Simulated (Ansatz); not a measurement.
# Surface bands of Ge(111)-(1x1)-Sb, top site, H below

Aim: the slab bands of Ge(111)-(1x1)-Sb, top site, H below, with their weight on the outer layers.

Method: plane-wave DFT, PBE, Ansatz PAW, in the first sound run; inputs show where later runs differ, in Ansatz 0.2.0.

## (1) The starting structure

The cell holds 12 atoms: 1 H, 10 Ge and 1 Sb. Its edges and angles: a = 4.002 Å, b = 4.002 Å, c = 35.978 Å, α = 90.0°, β = 90.0°, γ = 120.0°. Vacuum lies along c.

## (2) Relaxation

The structure is relaxed first, because levels and dipoles at a surface follow the positions of the outer atoms.

Input file input.yaml:

```yaml
crystal:
  lattice:
    - [4.00222438, 0.0, 0.0]
    - [-2.00111219, 3.46602799, 0.0]
    - [0.0, 0.0, 35.9781607254]
  atoms:
    - { symbol: H, position: [0.0, 0.0, 0.2501517537] }
    - { symbol: Ge, position: [0.0, 0.0, 0.2918437126] }
    - { symbol: Ge, position: [0.66666667, 0.33333333, 0.3145505607] }
    - { symbol: Ge, position: [0.66666667, 0.33333333, 0.3826711051] }
    - { symbol: Ge, position: [0.33333333, 0.66666667, 0.4053779532] }
    - { symbol: Ge, position: [0.33333333, 0.66666667, 0.4734984975] }
    - { symbol: Ge, position: [0.0, 0.0, 0.4962053456] }
    - { symbol: Ge, position: [0.0, 0.0, 0.56432589] }
    - { symbol: Ge, position: [0.66666667, 0.33333333, 0.5870327381] }
    - { symbol: Ge, position: [0.66666667, 0.33333333, 0.6551532824] }
    - { symbol: Ge, position: [0.33333333, 0.66666667, 0.6778601305] }
    - { symbol: Sb, position: [0.33333333, 0.66666667, 0.7498482463] }
kpoints:
  mp_grid: { grid: [12, 12, 1] }
hamiltonian:
  xc: pbe
scf:
  occupations: { method: fermi_dirac, width: 0.1 }
  convergence: { dr2_threshold: 1.0e-08 }
efield:
  axis: 3
  dipole_correction: true
  ramp_position: 0.97
  ramp_width: 0.06
relax:
  f_tol: 0.01
  max_steps: 60
  constraints: [{ sites: [1, 2, 3, 4] }]
output:
  write_potential: true
  write_density: true
  volumetric_format: npy
```

Run with:

```console
ansatz run input.yaml --threads 4 --pin off --max-ram 12288MiB --backend cpu --events-out ev --progress --plain --runs-dir out
```

The runs that follow: bands and layer weights; with spin-orbit coupling; close to the zone centre; spin splitting; A changed input: basis.ecutwfc = "700 eV". Settings of the main run: cutoff 420 eV, 12×12×1 k-mesh, smearing width 0.05 eV, surface Ge(111)-(1x1)-Sb, top site, H below, PAW set soft 2.

**Question.** What will these runs give for the largest split over 2k that stays linear in k?

5 levels at the symmetry points, from 3 eV under the Fermi level to 2.0 eV over it, pass the bound for weight on the outer layers; the nearest lies at +0.99 eV at M. Levels are listed where the outer two layers of both faces together hold 0.3 more of the projected weight than an even spread would give them (0.9 at most); these levels are without spin-orbit coupling; free-electron-like surface states are only partly caught by such projections, and levels that are merely confined by the slab can pass too. The strongest linear splitting near the zone centre, 0.46 eV·Å, belongs to the levels at 1.73 eV.

| Item | Value |
| --- | --- |
| work function, upper face | 4.47 eV |
| work function, lower face | 4.28 eV |
| largest split over 2k that stays linear in k | 0.460 eV Å |
| surface-weighted level nearest the Fermi level at K | -1.22 eV |
| surface-weighted level nearest the Fermi level at M | 0.992 eV |

The in-plane lattice is held at a typed value, so part of the relaxation answers the strain against the functional's own lattice constant. Image-potential states are missing at this level, since the potential falls off too fast in the vacuum.

[Logs are printed without paths, hosts, clocks, repeated set-up lines and the standing remarks that a program may print on its own settings, such as how far it seeks lower states.]

[Hosts, paths, dates, database ids (printed as entryN), source tags and the programs' standing remarks are cut or masked in the printed files.]

[Maps of the electrostatic potential energy from Ansatz leave out the sawtooth potential of an applied field or a dipole correction, so their vacuum need not be flat; planar profiles and work functions include it.]
